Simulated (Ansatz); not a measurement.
## Sb2Au (Fm-3m): Grüneisen parameters

Wanted: mode Grüneisen parameters of Sb2Au (Fm-3m).

Main program and level: Ansatz 0.2.0; DFT PBEsol, scalar-relativistic, plane waves, PAW; PAW set soft_1.

## (1) The structure

The structure is cubic, space group Fm-3m (No. 225). Conventional cell: a = 6.774 Å, b = 6.774 Å, c = 6.774 Å, α = 90.00°, β = 90.00°, γ = 90.00°. Nearest to Sb lie 4 Au at 2.93 Å. Au has 8 Sb at 2.93 Å nearest. Farther neighbours are not listed.

## (2) Response at finite wavevector

The cell comes from relaxations at this level that are not shown. Stability and thermal properties need the whole zone. Linear response on a 4×4×4 q mesh gives force constants as far as a supercell of that size would.

File input.yaml:

```yaml
crystal:
  lattice:
    - [0.0, 3.3871785425, 3.3871785425]
    - [3.3871785425, 0.0, 3.3871785425]
    - [3.3871785425, 3.3871785425, 0.0]
  atoms:
    - { symbol: Sb, position: [0.25, 0.25, 0.25] }
    - { symbol: Sb, position: [0.75, 0.75, 0.75] }
    - { symbol: Au, position: [0.0, 0.0, 0.0] }
kpoints:
  mp_grid: { grid: [12, 12, 12] }
hamiltonian:
  xc: pbesol
  pseudopotentials: { kind: paw, azcp: { folder: soft_1 }, xc_functional: pbe }
scf:
  occupations: { method: methfessel_paxton, width: 0.2 }
output:
  eigenvalues: true
phonons:
  method: dfpt
  qmesh: [4, 4, 4]
  temperatures: { t_max: 1000, t_step: 50 }
  qpath:
    path:
      - [[0.0, 0.0, 0.0], [0.5, 0.0, 0.5], [0.625, 0.25, 0.625]]
      - [[0.375, 0.375, 0.75], [0.0, 0.0, 0.0], [0.5, 0.5, 0.5], [0.5, 0.25, 0.75], [0.5, 0.0, 0.5]]
    npoints: 10
```

Run with:

```console
> ansatz run input.yaml --threads 4 --pin off --max-ram 10240MiB --backend cpu --events-out ev --progress --plain --runs-dir out
```

Numbers of over 12 decimals in the logs are rounded to 6 here.

The program printed:

```text
Engine: ansatz 0.2.0, aarch64-unknown-linux-gnu
Pseudopotentials: kind: paw
Pseudopotential: Sb, paw, valence charge 15, recommended cutoff 420 eV (normal), soft_1/Sb.paw.azcp
Pseudopotential: Au, paw, valence charge 19, recommended cutoff 420 eV (normal), soft_1/Au.paw.azcp
Functional definition: PBEsol
  exchange = pbesol_x
  correlation = pbesol_c
Crystal: 3 atoms, lattice volume = 77.722 Å³
Basis set: ecut = 420 eV, 1471 PW (Γ), exchange–correlation on 72×72×72 points (8 copies of the dense FFT grid, shifted against one another)
Bands: 30, of which v1, the nominal top of the filled ones, is band 25 counted from 1 (24 counted from 0)
Symmetry: 48 space group operations
k-points: 72 of 1728
Non-local potential: Sb, projectors of the file, l = 0: 2, l = 1: 2, l = 2: 2, l = 3: 1
Non-local potential: Au, projectors of the file, l = 0: 3, l = 1: 2, l = 2: 2, l = 3: 1
PAW form: soft (Blöchl's): semilocal exchange-correlation on the pseudo side does not see the compensation charge
PAW frozen core: Sb, regenerated for the run's functional, and the local potential with it (the file was generated under x = pbe(κ = 0.804, μ = 0.219515), c = pbe(β = 0.066725))
PAW frozen core: Au, regenerated for the run's functional, and the local potential with it (the file was generated under x = pbe(κ = 0.804, μ = 0.219515), c = pbe(β = 0.066725))
PAW one-centre angular grid: Sb, 590 points (default); XC on 64 Gauss nodes
PAW one-centre angular grid: Au, 590 points (default); XC on 64 Gauss nodes
Initial density: superposition of atomic densities (chi_scale 0.1, normalization cell, long waves kept (reshape's long-wave potential 0.00 eV rms))
Initial wavefunctions: pseudopotential atomic-orbital guess
Functional: x = pbesol(κ = 0.804, μ = 0.123457), c = pbesol(β = 0.046)
SCF iter   1: F=—  HF=-25828.740107 eV  |F-HF|=—  |Δ(HF+E_count)|=         —  Δρ=1.27e-1  dr2=2.20e1  ethr=3.10e-3  ⟨swp⟩=6.4  Hψ=9123  notcnv=0
preconditioner: auto → Kerker (q_TF=auto, 2.526 Å⁻¹)  [metal: Δε(μ)=0.047 eV  Ē_g=7.746 eV  σ=0.200 eV  W_gap=0.20  n_scr=14 (ndim 8)  ℏωp=19.3 eV  f_vac=0.035  D(μ)=1.10/eV (n_scr^D=0)]
SCF iter   2: F=—  HF=-25824.976156 eV  |F-HF|=—  |Δ(HF+E_count)|=    3.76e0  S|Δr|=    0.00e0  Δρ=2.00e-2  dr2=1.82e-1  ethr=3.10e-3  ⟨swp⟩=3.0  Hψ=5218  notcnv=0  defer=37
preconditioner: auto → LDOS  [metal: Δε(μ)=0.008 eV  Ē_g=8.551 eV  σ=0.200 eV  W_gap=0.03  n_scr=14 (ndim 8)  ℏωp=19.3 eV  f_vac=0.042  D(μ)=1.27/eV (n_scr^D=8)  β→1.0]
SCF iter   3: F=—  HF=-25824.977349 eV  |F-HF|=—  |Δ(HF+E_count)|=   1.19e-3  S|Δr|=    0.00e0  Δρ=2.82e-3  dr2=6.20e-3  ethr=3.72e-4  ⟨swp⟩=2.0  Hψ=4759  notcnv=0  defer=40
SCF iter   4: F=—  HF=-25824.985442 eV  |F-HF|=—  |Δ(HF+E_count)|=   8.09e-3  S|Δr|=    0.00e0  Δρ=2.02e-3  dr2=2.20e-3  ethr=1.27e-5  ⟨swp⟩=2.0  Hψ=3879  notcnv=0  defer=40
SCF iter   5: F=—  HF=-25824.985670 eV  |F-HF|=—  |Δ(HF+E_count)|=   2.28e-4  S|Δr|=    0.00e0  Δρ=6.57e-4  dr2=3.36e-4  ethr=4.48e-6  ⟨swp⟩=2.0  Hψ=3598  notcnv=0  defer=40
SCF iter   6: F=—  HF=-25824.985638 eV  |F-HF|=—  |Δ(HF+E_count)|=   3.19e-5  S|Δr|=    0.00e0  Δρ=1.43e-4  dr2=2.78e-5  ethr=6.87e-7  ⟨swp⟩=2.0  Hψ=3646  notcnv=0  defer=40
SCF iter   7: F=—  HF=-25824.985627 eV  |F-HF|=—  |Δ(HF+E_count)|=   1.16e-5  S|Δr|=    0.00e0  Δρ=2.30e-5  dr2=9.00e-7  ethr=5.67e-8  ⟨swp⟩=2.0  Hψ=2609  notcnv=0  defer=40
SCF iter   8: F=—  HF=-25824.985627 eV  |F-HF|=—  |Δ(HF+E_count)|=   6.41e-7  S|Δr|=    0.00e0  Δρ=1.94e-6  dr2=5.20e-9  ethr=1.84e-9  ⟨swp⟩=2.0  Hψ=2846  notcnv=0  defer=40
SCF iter   9: F=—  HF=-25824.985627 eV  |F-HF|=—  |Δ(HF+E_count)|=  3.35e-10  S|Δr|=    0.00e0  Δρ=6.90e-7  dr2=8.33e-10  ethr=1.06e-11  ⟨swp⟩=2.0  Hψ=2896  notcnv=0  defer=40
SCF iter  10: F=-25824.985627 eV  HF=-25824.985627 eV  |F-HF|=7.28e-12  |Δ(HF+E_count)|=  2.07e-10  S|Δr|=    0.00e0  Δρ=5.57e-8  dr2=3.88e-12  ethr=1.00e-12  ⟨swp⟩=8.4  Hψ=12104  notcnv=0
the search or the solves at the SCF's close seem to have found levels that the self-consistency loop had missed (the run counts 1). By its estimate they hold under 1e-12 electrons; where the run keeps them, the occupations were computed again with them
SCF 1 converged in 10 iterations: F = -25824.985627 eV  dr2 = 3.88e-12
  greatest PAW one-centre occupation: 1.000 electrons in one spin orbital (limit 2), on the Au atom at site 2 (counted from 0), in its partial waves of l = 0
phonons: the bands overlap, so this run is a metal and interpolates without the dipole-dipole term. If the crystal is really an insulator or semiconductor, its LO-TO splitting is missing
NSCF: frozen V_eff on 72 k-points
WARN: eigensolver did not converge (k=36): 1 band(s) unlocked after 20 sweeps at ethr=1.96e-12 eV (storage-precision floor; scheduled 1.00e-12 eV) (lowest unlocked band 29, counted from 0; max residual 3.35e-6 eV among the unlocked bands, 3.35e-6 eV over every band; other slots of this pass that fall short are told together in one closing line; warning suppressed until the next SCF loop or pass starts)
WARN: eigensolver did not converge in 4 slots of this pass, the one above among them; of largest residual over every band (k=66): 1 band(s) unlocked (lowest unlocked band 29, counted from 0; max residual 4.03e-5 eV among the unlocked bands, 4.03e-5 eV over every band); of lowest unlocked band (k=36): band 29
NSCF: frozen V_eff on 163 k-points
DFPT response loops at q = (0, 0, 0) (fractional): preconditioner auto → Kerker (q_TF=auto, 2.526 Å⁻¹) (partly filled bands, converged f_vac=0.047); β = 1.00, the filter's whole step (`scf.mixing.beta` (0.50) is not read by the response loops under this deck's `scf.mixing.preconditioner`; to damp them name `kerker` or `kerker_dos`, under which they read `scf.mixing.beta`, and type it under 1.00, their step now; both keys bind the ground state too); Broyden in place of MSR1
NSCF: frozen V_eff on 1872 k-points
DFPT response loops at q = (0, 0, 0.25) (fractional): mixed as the last ones told, above
NSCF: frozen V_eff on 952 k-points
DFPT response loops at q = (0, 0, -0.5) (fractional): mixed as the last ones told, above
NSCF: frozen V_eff on 1020 k-points
DFPT response loops at q = (0, 0.25, 0.25) (fractional): mixed as the last ones told, above
NSCF: frozen V_eff on 3456 k-points
DFPT response loops at q = (0, 0.25, -0.5) (fractional): mixed as the last ones told, above
phonons.qmesh, q = [0.0000, 0.2500, -0.5000]: its response loops start from zero, take more passes and end by a threshold: the memory limit or budget leaves too little room for the subspace of the ground state's own states beside the solves, or none could be made (phonons.method)
NSCF: frozen V_eff on 1872 k-points
DFPT response loops at q = (0, 0.25, -0.25) (fractional): mixed as the last ones told, above
NSCF: frozen V_eff on 560 k-points
DFPT response loops at q = (0, -0.5, -0.5) (fractional): mixed as the last ones told, above
NSCF: frozen V_eff on 1020 k-points
DFPT response loops at q = (0.25, -0.5, -0.25) (fractional): mixed as the last ones told, above
SCF converged after 10 iterations
Stability not checked: this state was not tested for a lower state beside it, because cold or Methfessel-Paxton smearing, or corrected tetrahedra, fill the levels in a way that the test cannot read (fill_not_monotonic; see scf.lower_state_search)
Free energy (F): -25824.985627 eV
Harris-Foulkes:  -25824.985627 eV  (|F-HF|=7.28e-12)
Internal energy: -25824.984669 eV  (E = F + TS)
E sigma→0 (E₀):  -25824.985388 eV
Entropy (-TS):   -0.000958 eV (-0.319 meV/atom)
Fermi energy:    12.705036 eV
--- Per-component energies (eV) ---
  E_band       = -642.091747
  E_kinetic    = 902.532427
  E_local      = -5586.965206  (includes V_loc(G=0)·N_el)
  E_nonlocal   = 880.757762
  E_hartree    = 2355.558969
  E_xc         = -412.034403
  E_vxc        = -444.363483  (∫ρ·V_xc dr)
  E_paw        = -18521.153435  (= ΣΔE_a)
  E_vpaw       = -1105.173218  (= ΣTr[D̂ρ^β])
  E_aug_tail   = 0.001918  (compensation charges beyond the density's cutoff)
  E_ewald      = -5444.655937
  E_core_change = 0.973237  (= ΣΔE_core)
  E_smearing   = -0.000958  (= −TS)
  E_closure    = 0.000000  (closes the sum)
  Σ components = -25824.985627   (vs F -25824.985627, Δ=0.00e0)
--- Band table (eV; the first three rows and the last of 72) ---
  k-point 0: bands = [... 21 lower, 12.4204, 12.4204, 12.4204, 13.2748, 13.2748, 13.2748, 13.9868, 15.3818, ... 1 higher]
  k-point 1: bands = [... 21 lower, 11.6782, 12.2214, 12.2214, 12.9705, 13.3016, 13.3016, 14.6644, 15.5424, ... 1 higher]
  k-point 2: bands = [... 21 lower, 10.5279, 11.8009, 11.8009, 12.6701, 13.2647, 13.2647, 14.9414, 16.0096, ... 1 higher]
  k-point 71: bands = [... 21 lower, 7.7681, 8.8845, 12.0479, 12.0479, 14.7459, 15.7868, 16.5082, 16.8364, ... 1 higher]
--- Phonons (Γ-DFPT): 2 representative perturbations + reference (Σ response iterations 6) ---
  ASR residual: 1.297e-4 → 0.000e0 eV/Å²; symmetrization residual: 1.718e-5 eV/Å²
  ASR residual per site (eV/Å²): 5.12e-5 5.12e-5 1.30e-4
  Γ frequencies (cm⁻¹): 0.00 0.00 0.00 85.28 85.28 85.28 106.19 106.19 106.19
--- Phonons (arbitrary-q DFPT): 8 irreducible q on the 4×4×4 mesh ---
  q = [0.0000, 0.0000, 0.0000] (star 1, of the zone-centre solve; hermiticity 1.06e-5, symmetrization 1.30e-11): -0.00 0.00 0.00 85.28 85.28 85.28 106.19 106.19 106.19
  q = [0.0000, 0.0000, 0.2500] (star 8, 2 solved perturbations on 936 of 1728 k-point pairs; hermiticity 1.00e-5, symmetrization 3.19e-12): 22.85 22.85 52.66 83.46 87.09 87.09 99.42 99.42 116.19
  q = [0.0000, 0.0000, -0.5000] (star 4, 2 solved perturbations on 476 of 1728 k-point pairs; hermiticity 8.59e-6, symmetrization 5.25e-12): 38.39 38.39 49.28 83.79 83.79 106.30 106.30 107.11 112.75
  q = [0.0000, 0.2500, 0.2500] (star 6, 4 solved perturbations in 1608 linear systems a pass and spin channel, the states on 510 of 1728 k-point pairs; hermiticity 2.08e-5, symmetrization 6.91e-13): 18.53 18.53 61.71 73.44 73.44 95.32 102.92 102.92 107.13
  q = [0.0000, 0.2500, -0.5000] (star 24, 4 solved perturbations in 5328 linear systems a pass and spin channel, the states on 1728 of 1728 k-point pairs; hermiticity 4.61e-5, symmetrization 1.36e-12): 37.08 40.55 49.65 73.30 78.04 91.15 111.22 115.60 118.52
  q = [0.0000, 0.2500, -0.2500] (star 12, 4 solved perturbations in 2892 linear systems a pass and spin channel, the states on 936 of 1728 k-point pairs; hermiticity 1.47e-5, symmetrization 2.77e-12): 28.49 34.20 55.34 70.78 87.84 98.89 105.63 110.92 119.06
  q = [0.0000, -0.5000, -0.5000] (star 3, 4 solved perturbations in 886 linear systems a pass and spin channel, the states on 280 of 1728 k-point pairs; hermiticity 1.91e-5, symmetrization 2.79e-12): 48.52 48.52 58.72 58.72 67.54 70.87 111.20 111.20 138.49
  q = [0.2500, -0.5000, -0.2500] (star 6, 4 solved perturbations in 1544 linear systems a pass and spin channel, the states on 510 of 1728 k-point pairs; hermiticity 1.39e-5, symmetrization 1.66e-12): 44.64 44.64 45.00 66.09 69.49 104.45 104.45 120.60 128.83
  sum rule: each row above includes the acoustic sum rule's correction from the zone centre's row sums; it moved no ω² by more than (0.42 cm⁻¹)²
  mesh force constants: q→R imaginary residual 4.90e-18; ASR residual 1.297e-4 → 0.000e0 eV/Å²; symmetrization residual 3.997e-15 eV/Å²
  interpolated dispersion: 62 rows × 9 modes
  density of states and harmonic sums: on the 16×16×16 q-mesh, interpolated from the force constants of a 4×4×4 supercell (no non-analytic term)
  largest difference from the sums on the solved wave vectors: F 1.65e-2 eV, S 2.04e-5 and C_V 3.98e-6 eV/K
  zero-point energy: 0.043598 eV/cell   skipped modes (ω ≤ 0): 3   left out of the sums: 8.14e-5 of the cell's modes: C_V's classical limit lies that fraction below 3 k_B per atom; for a crystal, a wire or a layer, F and S can be off by more, and a phonons.interpolated_qmesh denser along its periods is the remedy for the sampling
```

It took 25 min on 4 threads of Arm Neoverse V2, shared host; peak memory 6.9 GiB.

The column dr2 measures how far the density is from self-consistency, as an energy; F and HF (Harris–Foulkes) agree once it is small.

This step gave:

| Quantity | Value |
| --- | --- |
| volume per atom | 25.91 Å³ |
| gap on the k-mesh | 0 eV |
| sum-rule residual before enforcement | 1.30e-4 eV/Å² |
| lowest frequency on the path | 0 cm⁻¹ |
| point group | m-3m |
| highest frequency on the path or at a solved wavevector | 138.5 cm⁻¹ |
| mean frequency | 78.1 cm⁻¹ |
| Debye temperature (second moment) | 156 K |
| logarithmic mean frequency | 70.2 cm⁻¹ |
| highest optical mode at the zone centre (no LO-TO term) | 106.2 cm⁻¹ |
| lowest optical zone-centre mode | 85.28 cm⁻¹ |
| lowest mode on the q mesh (acoustic modes at Γ apart) | 18.53 cm⁻¹ |
| zero-point energy per atom | 14.53 meV |
| heat capacity at 300 K | 24.61 J/(mol atoms K) |
| vibrational entropy at 300 K | 52.27 J/(mol atoms K) |

Frequencies (cm⁻¹) solved at each irreducible wavevector; negative means imaginary. Frequencies by wavevector, by row:

```csv
q in reciprocal lattice units,star,mode 1,mode 2,mode 3,mode 4,mode 5,mode 6,mode 7,mode 8,mode 9
0 0 0,1,0,0,0,85.3,85.3,85.3,106.2,106.2,106.2
0 0 0.25,8,22.9,22.9,52.7,83.5,87.1,87.1,99.4,99.4,116.2
0 0 -0.5,4,38.4,38.4,49.3,83.8,83.8,106.3,106.3,107.1,112.8
0 0.25 0.25,6,18.5,18.5,61.7,73.4,73.4,95.3,102.9,102.9,107.1
0 0.25 -0.5,24,37.1,40.5,49.6,73.3,78,91.2,111.2,115.6,118.5
0 0.25 -0.25,12,28.5,34.2,55.3,70.8,87.8,98.9,105.6,110.9,119.1
0 -0.5 -0.5,3,48.5,48.5,58.7,58.7,67.5,70.9,111.2,111.2,138.5
0.25 -0.5 -0.25,6,44.6,44.6,45,66.1,69.5,104.5,104.5,120.6,128.8
```

Symmetry leaves 8 wavevectors to solve. The lowest mode among them, the acoustic zeros apart, lies at q = (0, 0.25, 0.25) and is real, 18.5 cm⁻¹.

## (3) Relaxing at another volume, volume ratio 0.97

The volume is scaled by 0.97 and held; symmetry leaves nothing to relax, so this is a single point. The modes can then be followed against volume.

input.yaml, the sections that differ from step 2:

```yaml
crystal:
  lattice:
    - [0.0, 3.3529622784, 3.3529622784]
    - [3.3529622784, 0.0, 3.3529622784]
    - [3.3529622784, 3.3529622784, 0.0]
  atoms:
    - { symbol: Sb, position: [0.25, 0.25, 0.25] }
    - { symbol: Sb, position: [0.75, 0.75, 0.75] }
    - { symbol: Au, position: [0.0, 0.0, 0.0] }
output:
  forces: true
  stress: true
  eigenvalues: true
# kpoints, hamiltonian, scf: as in step 2
# phonons: removed
```

The program printed:

```text
[...]
Crystal: 3 atoms, lattice volume = 75.390 Å³
Basis set: ecut = 420 eV, 1459 PW (Γ), exchange–correlation on 64×64×64 points (8 copies of the dense FFT grid, shifted against one another)
Bands: 30, of which v1, the nominal top of the filled ones, is band 25 counted from 1 (24 counted from 0)
Symmetry: 48 space group operations
[...]
k-points: 72 of 1728
[...]
k-point 0: bands = [... 21 lower, 12.9990, 12.9990, 12.9990, 13.8302, 13.8302, 13.8302, 14.7091, 15.8902, ... 1 higher]
  k-point 1: bands = [... 21 lower, 12.2157, 12.7804, 12.7804, 13.5918, 13.8698, 13.8698, 15.2913, 16.0560, ... 1 higher]
  k-point 2: bands = [... 21 lower, 11.0355, 12.3312, 12.3312, 13.2864, 13.8423, 13.8423, 15.5166, 16.5392, ... 1 higher]
  k-point 71: bands = [... 21 lower, 8.1775, 9.3269, 12.6318, 12.6318, 15.3450, 16.4631, 17.0241, 17.5896, ... 1 higher]
[key lines of the parts left out:]
SCF converged after 8 iterations
Free energy (F): -25824.966331 eV
Fermi energy:    13.295190 eV
P = ⅓ Tr σ = 2.7315 GPa (27.315 kbar)
```

Run time: 2.7 s. Hardware: 4 threads; peak memory 0.43 GiB.

This step gave:

```
pressure        : 2.731 GPa
volume per atom : 25.13 Å³
```

The run ends at a pressure of 2.73 GPa.

## (4) Phonons at the other volume, volume ratio 0.97

The phonons are repeated at this volume on the same k and q meshes.

input.yaml: that of step 3 with these lines changed.

```diff
@@ -17,4 +17,11 @@
 output:
-  forces: true
-  stress: true
   eigenvalues: true
+phonons:
+  method: dfpt
+  qmesh: [4, 4, 4]
+  temperatures: { t_max: 1000, t_step: 50 }
+  qpath:
+    path:
+      - [[0.0, 0.0, 0.0], [0.5, 0.0, 0.5], [0.625, 0.25, 0.625]]
+      - [[0.375, 0.375, 0.75], [0.0, 0.0, 0.0], [0.5, 0.5, 0.5], [0.5, 0.25, 0.75], [0.5, 0.0, 0.5]]
+    npoints: 10
```

The program printed:

```text
[...]
Crystal: 3 atoms, lattice volume = 75.390 Å³
Basis set: ecut = 420 eV, 1459 PW (Γ), exchange–correlation on 64×64×64 points (8 copies of the dense FFT grid, shifted against one another)
Bands: 30, of which v1, the nominal top of the filled ones, is band 25 counted from 1 (24 counted from 0)
Symmetry: 48 space group operations
k-points: 72 of 1728
[...]
SCF iter   1: F=—  HF=-25828.731568 eV  |F-HF|=—  |Δ(HF+E_count)|=         —  Δρ=1.28e-1  dr2=2.15e1  ethr=3.10e-3  ⟨swp⟩=6.4  Hψ=9120  notcnv=0
[...]
SCF iter  10: F=-25824.966331 eV  HF=-25824.966331 eV  |F-HF|=7.28e-12  |Δ(HF+E_count)|=  8.73e-11  S|Δr|=    0.00e0  Δρ=1.70e-8  dr2=1.87e-13  ethr=1.00e-12  ⟨swp⟩=8.6  Hψ=11833  notcnv=0
[...]
SCF 1 converged in 10 iterations: F = -25824.966331 eV  dr2 = 1.87e-13
[...]
NSCF: frozen V_eff on 72 k-points
[...]
SCF converged after 10 iterations
[...]
Free energy (F): -25824.966331 eV
[...]
Internal energy: -25824.965248 eV  (E = F + TS)
E sigma→0 (E₀):  -25824.966060 eV
Entropy (-TS):   -0.001083 eV (-0.361 meV/atom)
Fermi energy:    13.295180 eV
[...]
--- Band table (eV; the first three rows and the last of 72) ---
  k-point 0: bands = [... 21 lower, 12.9990, 12.9990, 12.9990, 13.8302, 13.8302, 13.8302, 14.7090, 15.8902, ... 1 higher]
  k-point 1: bands = [... 21 lower, 12.2157, 12.7804, 12.7804, 13.5918, 13.8698, 13.8698, 15.2913, 16.0560, ... 1 higher]
  k-point 2: bands = [... 21 lower, 11.0355, 12.3312, 12.3312, 13.2863, 13.8423, 13.8423, 15.5166, 16.5392, ... 1 higher]
  k-point 71: bands = [... 21 lower, 8.1774, 9.3269, 12.6318, 12.6318, 15.3450, 16.4631, 17.0241, 17.5896, ... 1 higher]
[...]
ASR residual: 5.285e-5 → 0.000e0 eV/Å²; symmetrization residual: 1.314e-5 eV/Å²
  ASR residual per site (eV/Å²): 4.27e-5 4.27e-5 5.28e-5
  Γ frequencies (cm⁻¹): 0.00 0.00 0.00 93.40 93.40 93.40 113.85 113.85 113.85
--- Phonons (arbitrary-q DFPT): 8 irreducible q on the 4×4×4 mesh ---
[...]
interpolated dispersion: 62 rows × 9 modes
[...]
```

Elapsed: 15 min, on 4 threads; peak memory 6.8 GiB.

Numbers from this step:

* sum-rule residual before enforcement: 5.28e-5 eV/Å²
* highest frequency on the path or at a solved wavevector: 147.2 cm⁻¹
* mean frequency: 83.8 cm⁻¹
* Debye temperature (second moment): 168 K
* logarithmic mean frequency: 74.7 cm⁻¹
* highest optical mode at the zone centre (no LO-TO term): 113.8 cm⁻¹
* lowest optical zone-centre mode: 93.4 cm⁻¹
* lowest mode on the q mesh (acoustic modes at Γ apart): 19 cm⁻¹
* zero-point energy per atom: 15.58 meV
* heat capacity at 300 K: 24.55 J/(mol atoms K)
* vibrational entropy at 300 K: 50.75 J/(mol atoms K)

Frequencies (cm⁻¹) solved at each irreducible wavevector; negative means imaginary. Frequencies by wavevector, by row:

```csv
q in reciprocal lattice units,star,mode 1,mode 2,mode 3,mode 4,mode 5,mode 6,mode 7,mode 8,mode 9
0 0 0,1,0,0,0,93.4,93.4,93.4,113.8,113.8,113.8
0 0 0.25,8,23.4,23.4,56.1,89.6,94.4,94.4,108.3,108.3,124.9
0 0 -0.5,4,39,39,52.4,90.5,90.5,115.3,115.3,115.3,119.1
0 0.25 0.25,6,19,19,66,79.5,79.5,101.1,113,113,115.5
0 0.25 -0.5,24,37.8,41.9,52.6,78.6,82.8,98.6,121.4,125.1,127.3
0 0.25 -0.25,12,28.4,35,58.9,75.6,94.3,106.8,115,119.2,128.2
0 -0.5 -0.5,3,50.7,50.7,63.1,63.1,73.5,74.4,122.4,122.4,147.2
0.25 -0.5 -0.25,6,46.6,46.6,47.1,70,73.2,113.3,113.3,129.5,139
```

The highest optical mode at the zone centre (no LO-TO term) is 113.8 cm⁻¹, +7.7 cm⁻¹ against the base run.

[end of part 1 of 2]

[Logs are printed without paths, hosts, clocks, repeated set-up lines and the standing remarks that a program may print on its own settings, such as how far it seeks lower states.]

[Hosts, paths, dates, database ids (printed as entryN), source tags and the programs' standing remarks are cut or masked in the printed files.]
